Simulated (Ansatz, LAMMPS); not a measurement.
# Squeezing and shearing glassy 47SiO2-23SrO-30Li2O (mol %) (119 atoms), part 3 of 4

Aim: relax glassy 47SiO2-23SrO-30Li2O (mol %) (119 atoms), then change its volume and shape to read moduli from the stress.

Ansatz 0.2.0; Kohn-Sham DFT, revPBE, PAW (set soft_2), plane waves.

The cell: 20 Si, 10 Sr, 26 Li and 63 O. The quench rate of 25 K/ps far exceeds what a furnace or splat quench reaches. The network of bonds at the start is that of the classical potential that made the cell. Sampling is at Γ alone.

So far. Step 2 (Single point at the start): The r.m.s. force at the start is 1.4 eV/Å. Step 3 (Cell and atoms relaxed): The relaxation converged after 46 steps, with a largest force component of 0.032 eV/Å.

**5. Volume -3 %**

The relaxed cell is scaled evenly and the atoms are relaxed again; the stress at the end gives one point of P(V).

The input, input.yaml:

```yaml
crystal:
  lattice:
    - [11.27311, 0.00569, -0.23412]
    - [0.00569, 11.75604, 0.16681]
    - [-0.23412, 0.16681, 11.37274]
  atoms:
    [... the 119 atom lines of step 4 ...]
kpoints:
  mp_grid: { grid: [1, 1, 1] }
hamiltonian:
  xc: revpbe
scf:
  occupations: { method: fixed }
output:
  forces: true
  eigenvalues: true
  stress: true
relax:
  f_tol: 0.05
  max_steps: 70
```

Launch:

```
> ansatz run input.yaml --threads 4 --pin off --max-ram 8192MiB --backend cpu --events-out ev --progress --plain --runs-dir out
```

Numbers of over 12 decimals in the logs are rounded to 6 here.

What it wrote:

```text
Warning: output.stress: scf.convergence.dr2_threshold = 1e-7 eV (the SCF's general default) is looser than the 1.08e-8 eV advised for a printed stress (1e-10 eV for each atom of the cell: 119, of which 108 are counted). What an SCF threshold leaves in a stress goes as its square root, and in the free energy as the threshold itself, and one threshold admits the most on a small cell: [...]
[...]
Crystal: 119 atoms, lattice volume = 1506.238 Å³
Basis set: ecut = 420 eV, 29431 PW (Γ), exchange–correlation on 160×160×160 points (8 copies of the dense FFT grid, shifted against one another)
Bands: 437, of which v1, the nominal top of the filled ones, is band 318 counted from 1 (317 counted from 0)
Symmetry: 1 space group operations
[...]
k-points: 1
[...]
SCF iter   1: F=—  HF=-89565.394383 eV  |F-HF|=—  |Δ(HF+E_count)|=         —  Δρ=3.66e-3  dr2=2.40e-1  ethr=1.77e-3  ⟨swp⟩=5.0  Hψ=1664  notcnv=0  defer=117
[...]
SCF iter   6: F=—  HF=-89565.380108 eV  |F-HF|=—  |Δ(HF+E_count)|=   3.20e-4  Δρ=6.48e-5  dr2=5.58e-5  ethr=4.69e-8  ⟨swp⟩=2.0  Hψ=545  notcnv=0  defer=117
SCF iter   7: F=-89565.380167 eV  HF=-89565.380155 eV  |F-HF|=1.16e-5  |Δ(HF+E_count)|=   4.67e-5  Δρ=2.25e-5  dr2=8.29e-6  ethr=8.77e-9  ⟨swp⟩=19.0  Hψ=2894  notcnv=0
SCF 1 converged in 7 iterations: F = -89565.380167 eV  dr2 = 8.29e-6
[...]
relax step   1: F+E_penalty+E_count = -89565.38016672 eV  Δ(F+E_penalty+E_count) = +0.000e0 eV  max|allowed force component| = 5.455e-1 eV/Å  Δτ_max = 0.0000 Å  (7 SCF iters, dr2 threshold 6.25e-5 eV, accepted)
[...]
relax step   2: F+E_penalty+E_count = -89565.56980724 eV  Δ(F+E_penalty+E_count) = -1.896e-1 eV  max|allowed force component| = 3.260e-1 eV/Å  Δτ_max = 0.0487 Å  (6 SCF iters, dr2 threshold 1.86e-5 eV, accepted)
[...]
relax step   3: F+E_penalty+E_count = -89565.65324321 eV  Δ(F+E_penalty+E_count) = -8.344e-2 eV  max|allowed force component| = 2.160e-1 eV/Å  Δτ_max = 0.0474 Å  (7 SCF iters, dr2 threshold 6.64e-6 eV, accepted)
relax step   4: F+E_penalty+E_count = -89565.66712210 eV  Δ(F+E_penalty+E_count) = -1.388e-2 eV  max|allowed force component| = 3.016e-1 eV/Å  Δτ_max = 0.0784 Å  (6 SCF iters, dr2 threshold 1.67e-5 eV, accepted)
relax step   5: F+E_penalty+E_count = -89565.69057046 eV  Δ(F+E_penalty+E_count) = -2.345e-2 eV  max|allowed force component| = 1.052e-1 eV/Å  Δτ_max = 0.0562 Å  (6 SCF iters, dr2 threshold 3.99e-5 eV, accepted)
relax step   6: F+E_penalty+E_count = -89565.61493791 eV  Δ(F+E_penalty+E_count) = +7.563e-2 eV  max|allowed force component| = 2.592e-1 eV/Å  Δτ_max = 0.1296 Å  (11 SCF iters, rejected (line search))
[...]
relax step   7: F+E_penalty+E_count = -89565.70204254 eV  Δ(F+E_penalty+E_count) = -1.147e-2 eV  max|allowed force component| = 3.963e-2 eV/Å  Δτ_max = 0.0413 Å  (10 SCF iters, accepted)
SCF converged after 10 iterations
Free energy (F): -89565.702043 eV
[...]
Internal energy: -89565.702043 eV  (E = F + TS)
E sigma→0 (E₀):  -89565.702043 eV
Fermi energy:    4.742309 eV
[...]
Σ components = -89565.702043   (vs F -89565.702043, Δ=0.00e0)
--- Forces (eV/Å), atoms counted from 1 ---
  atom   1  Si     0.01597172     0.00753468     0.01157915
  atom   2  Si    -0.01259589     0.00484807     0.00296130
  atom   3  Si     0.00719779     0.01483733    -0.03180340
  atom   4  Si    -0.01393692    -0.00057404     0.00861631
[...]
atom 119  O     -0.00006158    -0.02250550     0.03732812
  max |Σ_I F_I| component: 8.39e-5 eV/Å
--- Stress (GPa, compression-positive) ---
        1.494275       0.213259      -0.002716
        0.213258       1.600586      -0.077375
       -0.002713      -0.077373       1.513054
  P = ⅓ Tr σ = 1.5360 GPa (15.360 kbar)
--- Band table (eV) ---
[...]
--- Relaxed structure (7 steps of the walk, 6 accepted, 0 SCFs on fresh bases) ---
  F+E_penalty+E_count = -89565.70204254 eV   max|allowed force component| = 3.963e-2 eV/Å
  atoms:
    - { symbol: Si, position: [0.653084, 0.805067, 0.840195] }
    - { symbol: Si, position: [0.795135, 0.384936, 0.552461] }
    - { symbol: Si, position: [0.881780, 0.254538, 0.793070] }
    - { symbol: Si, position: [0.163246, 0.752890, 0.391517] }
[...]
- { symbol: O, position: [0.994193, 0.197302, 0.731219] }
```

It took 2.3 min on 4 threads of Arm Neoverse V2, shared host; peak memory 2.1 GiB; 8.9 min of CPU time.

The program notes that the SCF threshold is loose for the stress.

The relaxation converged after 7 steps, 0.322 eV below its start, with a largest force component of 0.040 eV/Å.

Volume -3 %: the energy stands 0.214 eV above that of the reference, at a pressure of 1.54 GPa.

**6. Volume +3 %**

The relaxed cell is scaled to another volume.

Input and log are left out; they have the form of those shown for this kind of step.

Run time: 3.2 min. Hardware: 4 threads of Arm Neoverse V2, shared host; peak memory 2.2 GiB.

The relaxation converged after 9 steps, 0.320 eV below its start, with a largest force component of 0.047 eV/Å.

Volume +3 %: the energy stands 0.153 eV above that of the reference, at a pressure of -1.07 GPa.

**7. Volume -6 %**

The relaxed cell is scaled to another volume.

Input and log are left out; they have the form of those shown for this kind of step.

Elapsed: 5.3 min, on 4 threads of Arm Neoverse V2, shared host; peak memory 2.1 GiB.

The relaxation converged after 17 steps, 1.43 eV below its start, with a largest force component of 0.032 eV/Å.

Volume -6 %: the energy stands 0.828 eV above that of the reference, at a pressure of 3.10 GPa.

**8. Volume +6 %**

The relaxed cell is scaled to another volume.

Input and log are left out; they have the form of those shown for this kind of step.

Elapsed: 3.3 min, on 4 threads of Arm Neoverse V2, shared host; peak memory 2.2 GiB; 13 min of CPU time.

The relaxation converged after 9 steps, 1.21 eV below its start, with a largest force component of 0.042 eV/Å.

Volume +6 %: the energy stands 0.603 eV above that of the reference, at a pressure of -1.98 GPa.

**9. Volume -10 %**

The relaxed cell is scaled to another volume.

input.yaml, the sections that differ from step 5:

```yaml
crystal:
  lattice:
    - [10.99514, 0.00555, -0.22835]
    - [0.00555, 11.46616, 0.16269]
    - [-0.22835, 0.16269, 11.09231]
  atoms:
    [... the 119 atom lines of step 4 ...]
# kpoints, hamiltonian, scf, output, relax: as in step 5
```

What it wrote:

```text
[...]
Crystal: 119 atoms, lattice volume = 1397.540 Å³
Basis set: ecut = 420 eV, 27351 PW (Γ), exchange–correlation on 150×160×150 points (8 copies of the dense FFT grid, shifted against one another)
Bands: 437, of which v1, the nominal top of the filled ones, is band 318 counted from 1 (317 counted from 0)
Symmetry: 1 space group operations
[...]
k-points: 1
[...]
SCF iter   1: F=—  HF=-89559.220293 eV  |F-HF|=—  |Δ(HF+E_count)|=         —  Δρ=3.82e-3  dr2=2.41e-1  ethr=1.77e-3  ⟨swp⟩=5.0  Hψ=1670  notcnv=0  defer=116
[...]
SCF iter   6: F=—  HF=-89559.202304 eV  |F-HF|=—  |Δ(HF+E_count)|=   2.60e-4  Δρ=5.79e-5  dr2=4.28e-5  ethr=4.51e-8  ⟨swp⟩=2.0  Hψ=547  notcnv=0  defer=117
SCF iter   7: F=-89559.202361 eV  HF=-89559.202352 eV  |F-HF|=9.09e-6  |Δ(HF+E_count)|=   4.87e-5  Δρ=2.30e-5  dr2=7.91e-6  ethr=6.74e-9  ⟨swp⟩=18.0  Hψ=2947  notcnv=0
SCF 1 converged in 7 iterations: F = -89559.202361 eV  dr2 = 7.91e-6
[...]
relax step   1: F+E_penalty+E_count = -89559.20236150 eV  Δ(F+E_penalty+E_count) = +0.000e0 eV  max|allowed force component| = 2.077e0 eV/Å  Δτ_max = 0.0000 Å  (7 SCF iters, dr2 threshold 6.25e-5 eV, accepted)
[...]
relax step   2: F+E_penalty+E_count = -89561.59480837 eV  Δ(F+E_penalty+E_count) = -2.392e0 eV  max|allowed force component| = 1.207e0 eV/Å  Δτ_max = 0.1385 Å  (6 SCF iters, dr2 threshold 1.00e-4 eV, accepted)
[...]
relax step   3: F+E_penalty+E_count = -89562.64804695 eV  Δ(F+E_penalty+E_count) = -1.053e0 eV  max|allowed force component| = 5.767e-1 eV/Å  Δτ_max = 0.1374 Å  (6 SCF iters, dr2 threshold 9.10e-5 eV, accepted)
relax step   4: F+E_penalty+E_count = -89563.00538442 eV  Δ(F+E_penalty+E_count) = -3.573e-1 eV  max|allowed force component| = 6.263e-1 eV/Å  Δτ_max = 0.2000 Å  (7 SCF iters, dr2 threshold 7.60e-5 eV, accepted)
relax step   5: F+E_penalty+E_count = -89563.12178418 eV  Δ(F+E_penalty+E_count) = -1.164e-1 eV  max|allowed force component| = 2.652e-1 eV/Å  Δτ_max = 0.0882 Å  (6 SCF iters, dr2 threshold 8.96e-5 eV, accepted)
relax step   6: F+E_penalty+E_count = -89563.19785548 eV  Δ(F+E_penalty+E_count) = -7.607e-2 eV  max|allowed force component| = 3.396e-1 eV/Å  Δτ_max = 0.2000 Å  (8 SCF iters, dr2 threshold 1.26e-5 eV, accepted)
relax step   7: F+E_penalty+E_count = -89563.27629897 eV  Δ(F+E_penalty+E_count) = -7.844e-2 eV  max|allowed force component| = 1.807e-1 eV/Å  Δτ_max = 0.0504 Å  (6 SCF iters, dr2 threshold 2.07e-5 eV, accepted)
relax step   8: F+E_penalty+E_count = -89563.35893198 eV  Δ(F+E_penalty+E_count) = -8.263e-2 eV  max|allowed force component| = 1.663e-1 eV/Å  Δτ_max = 0.2000 Å  (7 SCF iters, dr2 threshold 9.25e-6 eV, accepted)
relax step   9: F+E_penalty+E_count = -89563.41538680 eV  Δ(F+E_penalty+E_count) = -5.645e-2 eV  max|allowed force component| = 1.820e-1 eV/Å  Δτ_max = 0.1975 Å  (7 SCF iters, dr2 threshold 7.84e-6 eV, accepted)
relax step  10: F+E_penalty+E_count = -89563.44689871 eV  Δ(F+E_penalty+E_count) = -3.151e-2 eV  max|allowed force component| = 1.772e-1 eV/Å  Δτ_max = 0.0746 Å  (6 SCF iters, dr2 threshold 2.81e-5 eV, accepted)
relax step  11: F+E_penalty+E_count = -89563.48633133 eV  Δ(F+E_penalty+E_count) = -3.943e-2 eV  max|allowed force component| = 2.626e-1 eV/Å  Δτ_max = 0.1431 Å  (7 SCF iters, dr2 threshold 2.98e-5 eV, accepted)
relax step  12: F+E_penalty+E_count = -89563.52200810 eV  Δ(F+E_penalty+E_count) = -3.568e-2 eV  max|allowed force component| = 2.988e-1 eV/Å  Δτ_max = 0.2000 Å  (7 SCF iters, dr2 threshold 6.54e-5 eV, accepted)
relax step  13: F+E_penalty+E_count = -89563.55167230 eV  Δ(F+E_penalty+E_count) = -2.966e-2 eV  max|allowed force component| = 1.513e-1 eV/Å  Δτ_max = 0.0594 Å  (6 SCF iters, dr2 threshold 8.93e-5 eV, accepted)
relax step  14: F+E_penalty+E_count = -89563.47167410 eV  Δ(F+E_penalty+E_count) = +8.000e-2 eV  max|allowed force component| = 3.854e-1 eV/Å  Δτ_max = 0.2000 Å  (8 SCF iters, dr2 threshold 5.86e-6 eV, rejected (line search))
relax step  15: F+E_penalty+E_count = -89563.57339804 eV  Δ(F+E_penalty+E_count) = -2.173e-2 eV  max|allowed force component| = 6.298e-2 eV/Å  Δτ_max = 0.0639 Å  (9 SCF iters, accepted)
relax step  16: F+E_penalty+E_count = -89563.57779912 eV  Δ(F+E_penalty+E_count) = -4.401e-3 eV  max|allowed force component| = 6.766e-2 eV/Å  Δτ_max = 0.0434 Å  (9 SCF iters, accepted)
[...]
relax step  17: F+E_penalty+E_count = -89563.58138812 eV  Δ(F+E_penalty+E_count) = -3.589e-3 eV  max|allowed force component| = 3.659e-2 eV/Å  Δτ_max = 0.0184 Å  (8 SCF iters, accepted)
SCF converged after 8 iterations
Free energy (F): -89563.581388 eV
[...]
Internal energy: -89563.581388 eV  (E = F + TS)
E sigma→0 (E₀):  -89563.581388 eV
Fermi energy:    5.737971 eV
[...]
Σ components = -89563.581388   (vs F -89563.581388, Δ=0.00e0)
--- Forces (eV/Å), atoms counted from 1 ---
  atom   1  Si    -0.01141137    -0.00059535     0.00561298
  atom   2  Si     0.00086298     0.00734622    -0.00228339
  atom   3  Si     0.00514826     0.00835257    -0.01317641
  atom   4  Si     0.03659233    -0.00250996     0.00163793
[...]
atom 119  O     -0.01050449    -0.00215618     0.00765733
  max |Σ_I F_I| component: 1.10e-4 eV/Å
--- Stress (GPa, compression-positive) ---
        4.943682       0.762709       0.074030
        0.762703       5.356556      -0.280655
        0.074031      -0.280650       5.907433
  P = ⅓ Tr σ = 5.4026 GPa (54.026 kbar)
--- Band table (eV) ---
[...]
--- Relaxed structure (17 steps of the walk, 16 accepted, 0 SCFs on fresh bases) ---
  F+E_penalty+E_count = -89563.58138812 eV   max|allowed force component| = 3.659e-2 eV/Å
  atoms:
    - { symbol: Si, position: [0.656828, 0.795572, 0.842518] }
    - { symbol: Si, position: [0.809413, 0.393741, 0.540157] }
    - { symbol: Si, position: [0.889891, 0.243897, 0.788899] }
    - { symbol: Si, position: [0.173008, 0.771916, 0.399207] }
[...]
- { symbol: O, position: [1.003706, 0.159179, 0.757968] }
```

The job ended after 4.9 min (4 threads; peak memory 2 GiB).

The relaxation converged after 17 steps, 4.38 eV below its start, with a largest force component of 0.037 eV/Å.

Volume -10 %: the energy stands 2.33 eV above that of the reference, at a pressure of 5.40 GPa.

**10. Stretched by 1 % along x**

The relaxed cell is strained along x alone, which gives the stiffness along x and its coupling to y and z.

input.yaml, the sections that differ from step 9:

```yaml
crystal:
  lattice:
    - [11.50203, 0.00575, -0.23651]
    - [0.00581, 11.87601, 0.16851]
    - [-0.23888, 0.16851, 11.4888]
  atoms:
    [... the 119 atom lines of step 4 ...]
# kpoints, hamiltonian, scf, output, relax: as in step 9
```

What it wrote:

```text
[...]
Crystal: 119 atoms, lattice volume = 1568.351 Å³
Basis set: ecut = 420 eV, 30655 PW (Γ), exchange–correlation on 160×160×160 points (8 copies of the dense FFT grid, shifted against one another)
Bands: 437, of which v1, the nominal top of the filled ones, is band 318 counted from 1 (317 counted from 0)
Symmetry: 1 space group operations
[...]
k-points: 1
[...]
SCF iter   1: F=—  HF=-89565.821876 eV  |F-HF|=—  |Δ(HF+E_count)|=         —  Δρ=3.60e-3  dr2=2.42e-1  ethr=1.77e-3  ⟨swp⟩=5.0  Hψ=1668  notcnv=0  defer=114
[...]
SCF iter   6: F=—  HF=-89565.809335 eV  |F-HF|=—  |Δ(HF+E_count)|=   3.64e-4  Δρ=6.91e-5  dr2=6.56e-5  ethr=4.77e-8  ⟨swp⟩=2.0  Hψ=545  notcnv=0  defer=117
SCF iter   7: F=-89565.809393 eV  HF=-89565.809380 eV  |F-HF|=1.32e-5  |Δ(HF+E_count)|=   4.50e-5  Δρ=2.25e-5  dr2=8.73e-6  ethr=9.83e-9  ⟨swp⟩=18.0  Hψ=3084  notcnv=0
SCF 1 converged in 7 iterations: F = -89565.809393 eV  dr2 = 8.73e-6
[...]
relax step   1: F+E_penalty+E_count = -89565.80939301 eV  Δ(F+E_penalty+E_count) = +0.000e0 eV  max|allowed force component| = 4.618e-1 eV/Å  Δτ_max = 0.0000 Å  (7 SCF iters, dr2 threshold 6.25e-5 eV, accepted)
[...]
relax step   2: F+E_penalty+E_count = -89565.85194876 eV  Δ(F+E_penalty+E_count) = -4.256e-2 eV  max|allowed force component| = 2.811e-1 eV/Å  Δτ_max = 0.0309 Å  (6 SCF iters, dr2 threshold 1.33e-5 eV, accepted)
[...]
relax step   3: F+E_penalty+E_count = -89565.87268163 eV  Δ(F+E_penalty+E_count) = -2.073e-2 eV  max|allowed force component| = 9.089e-2 eV/Å  Δτ_max = 0.0350 Å  (6 SCF iters, dr2 threshold 4.94e-6 eV, accepted)
relax step   4: F+E_penalty+E_count = -89565.80122475 eV  Δ(F+E_penalty+E_count) = +7.146e-2 eV  max|allowed force component| = 2.581e-1 eV/Å  Δτ_max = 0.1980 Å  (11 SCF iters, rejected (line search))
[...]
relax step   5: F+E_penalty+E_count = -89565.88594289 eV  Δ(F+E_penalty+E_count) = -1.326e-2 eV  max|allowed force component| = 4.372e-2 eV/Å  Δτ_max = 0.0642 Å  (10 SCF iters, accepted)
SCF converged after 10 iterations
Free energy (F): -89565.885943 eV
[...]
Internal energy: -89565.885943 eV  (E = F + TS)
E sigma→0 (E₀):  -89565.885943 eV
Fermi energy:    4.328031 eV
[...]
Σ components = -89565.885943   (vs F -89565.885943, Δ=0.00e0)
--- Forces (eV/Å), atoms counted from 1 ---
  atom   1  Si     0.01573332    -0.00938839     0.00748596
  atom   2  Si    -0.01414918    -0.00208540    -0.00592990
  atom   3  Si     0.01125811    -0.01202042    -0.02542537
  atom   4  Si     0.03154876    -0.01017979    -0.01015772
[...]
atom 119  O      0.00569797    -0.00292455     0.00572473
  max |Σ_I F_I| component: 1.42e-4 eV/Å
--- Stress (GPa, compression-positive) ---
       -0.745295      -0.052277      -0.011428
       -0.052277      -0.161959      -0.030970
       -0.011425      -0.030969      -0.188178
  P = ⅓ Tr σ = -0.3651 GPa (-3.651 kbar)
--- Band table (eV) ---
[...]
--- Relaxed structure (5 steps of the walk, 4 accepted, 0 SCFs on fresh bases) ---
  F+E_penalty+E_count = -89565.88594289 eV   max|allowed force component| = 4.372e-2 eV/Å
  atoms:
    - { symbol: Si, position: [0.650063, 0.810095, 0.838363] }
    - { symbol: Si, position: [0.794386, 0.381752, 0.555846] }
    - { symbol: Si, position: [0.880584, 0.253848, 0.793341] }
    - { symbol: Si, position: [0.163511, 0.748857, 0.389184] }
[...]
- { symbol: O, position: [0.989313, 0.197739, 0.729184] }
```

Wall time 100 s (4 threads); peak memory 2.2 GiB; 6.4 min of CPU time.

The relaxation converged after 5 steps, 0.0765 eV below its start, with a largest force component of 0.044 eV/Å.

Stretched by 1 % along x: the energy stands 0.0304 eV above that of the reference, at a pressure of -0.365 GPa.

**11. Compressed by 1 % along x**

The relaxed cell is strained along x alone, which gives the stiffness along x and its coupling to y and z.

input.yaml, the sections that differ from step 10:

```yaml
crystal:
  lattice:
    - [11.27427, 0.00575, -0.23651]
    - [0.00569, 11.87601, 0.16851]
    - [-0.23414, 0.16851, 11.4888]
  atoms:
    [... the 119 atom lines of step 4 ...]
# kpoints, hamiltonian, scf, output, relax: as in step 10
```

What it wrote:

```text
[...]
Crystal: 119 atoms, lattice volume = 1537.295 Å³
Basis set: ecut = 420 eV, 30041 PW (Γ), exchange–correlation on 160×160×160 points (8 copies of the dense FFT grid, shifted against one another)
Bands: 437, of which v1, the nominal top of the filled ones, is band 318 counted from 1 (317 counted from 0)
Symmetry: 1 space group operations
[...]
k-points: 1
[...]
SCF iter   1: F=—  HF=-89565.815658 eV  |F-HF|=—  |Δ(HF+E_count)|=         —  Δρ=3.63e-3  dr2=2.40e-1  ethr=1.77e-3  ⟨swp⟩=5.0  Hψ=1664  notcnv=0  defer=116
[...]
SCF iter   6: F=—  HF=-89565.801827 eV  |F-HF|=—  |Δ(HF+E_count)|=   3.44e-4  Δρ=6.73e-5  dr2=6.07e-5  ethr=4.66e-8  ⟨swp⟩=2.0  Hψ=545  notcnv=0  defer=117
SCF iter   7: F=-89565.801883 eV  HF=-89565.801871 eV  |F-HF|=1.23e-5  |Δ(HF+E_count)|=   4.33e-5  Δρ=2.21e-5  dr2=8.19e-6  ethr=9.54e-9  ⟨swp⟩=18.0  Hψ=3016  notcnv=0
SCF 1 converged in 7 iterations: F = -89565.801883 eV  dr2 = 8.19e-6
[...]
relax step   1: F+E_penalty+E_count = -89565.80188298 eV  Δ(F+E_penalty+E_count) = +0.000e0 eV  max|allowed force component| = 5.364e-1 eV/Å  Δτ_max = 0.0000 Å  (7 SCF iters, dr2 threshold 6.25e-5 eV, accepted)
[...]
relax step   2: F+E_penalty+E_count = -89565.84562833 eV  Δ(F+E_penalty+E_count) = -4.375e-2 eV  max|allowed force component| = 2.862e-1 eV/Å  Δτ_max = 0.0310 Å  (6 SCF iters, dr2 threshold 1.80e-5 eV, accepted)
[...]
relax step   3: F+E_penalty+E_count = -89565.86553084 eV  Δ(F+E_penalty+E_count) = -1.990e-2 eV  max|allowed force component| = 5.888e-2 eV/Å  Δτ_max = 0.0185 Å  (6 SCF iters, dr2 threshold 5.12e-6 eV, accepted)
relax step   4: F+E_penalty+E_count = -89565.86830025 eV  Δ(F+E_penalty+E_count) = -2.769e-3 eV  max|allowed force component| = 1.140e-1 eV/Å  Δτ_max = 0.0435 Å  (8 SCF iters, accepted)
[...]
relax step   5: F+E_penalty+E_count = -89565.87205042 eV  Δ(F+E_penalty+E_count) = -3.750e-3 eV  max|allowed force component| = 2.512e-2 eV/Å  Δτ_max = 0.0234 Å  (8 SCF iters, accepted)
SCF converged after 8 iterations
Free energy (F): -89565.872050 eV
[...]
Internal energy: -89565.872050 eV  (E = F + TS)
E sigma→0 (E₀):  -89565.872050 eV
Fermi energy:    4.549867 eV
[...]
Σ components = -89565.872050   (vs F -89565.872050, Δ=0.00e0)
--- Forces (eV/Å), atoms counted from 1 ---
  atom   1  Si     0.00424369    -0.02242122    -0.00695637
  atom   2  Si    -0.00804164     0.02128949    -0.00600395
  atom   3  Si    -0.01089772     0.01095293     0.00025809
  atom   4  Si    -0.01357078    -0.00251470     0.00333464
[...]
atom 119  O      0.01484769    -0.00822176     0.02511631
  max |Σ_I F_I| component: 7.39e-5 eV/Å
--- Stress (GPa, compression-positive) ---
        0.945022       0.104745      -0.040533
        0.104745       0.309666       0.044727
       -0.040530       0.044728       0.267525
  P = ⅓ Tr σ = 0.5074 GPa (5.074 kbar)
--- Band table (eV) ---
[...]
--- Relaxed structure (5 steps of the walk, 5 accepted, 0 SCFs on fresh bases) ---
  F+E_penalty+E_count = -89565.87205042 eV   max|allowed force component| = 2.512e-2 eV/Å
  atoms:
    - { symbol: Si, position: [0.651839, 0.808278, 0.838963] }
    - { symbol: Si, position: [0.794341, 0.382361, 0.554248] }
    - { symbol: Si, position: [0.881246, 0.253742, 0.793106] }
    - { symbol: Si, position: [0.162895, 0.751182, 0.390387] }
[...]
- { symbol: O, position: [0.992648, 0.196963, 0.730390] }
```

Run time: 92 s. Hardware: 4 threads; peak memory 2.1 GiB; 5.9 min of CPU time.

The relaxation converged after 5 steps, 0.0702 eV below its start, with a largest force component of 0.025 eV/Å.

Compressed by 1 % along x: the energy stands 0.0443 eV above that of the reference, at a pressure of 0.507 GPa.

[end of part 3 of 4]

[Logs are printed without paths, hosts, clocks, repeated set-up lines and the standing remarks that a program may print on its own settings, such as how far it seeks lower states.]

[Hosts, paths, dates, database ids (printed as entryN), source tags and the programs' standing remarks are cut or masked in the printed files.]
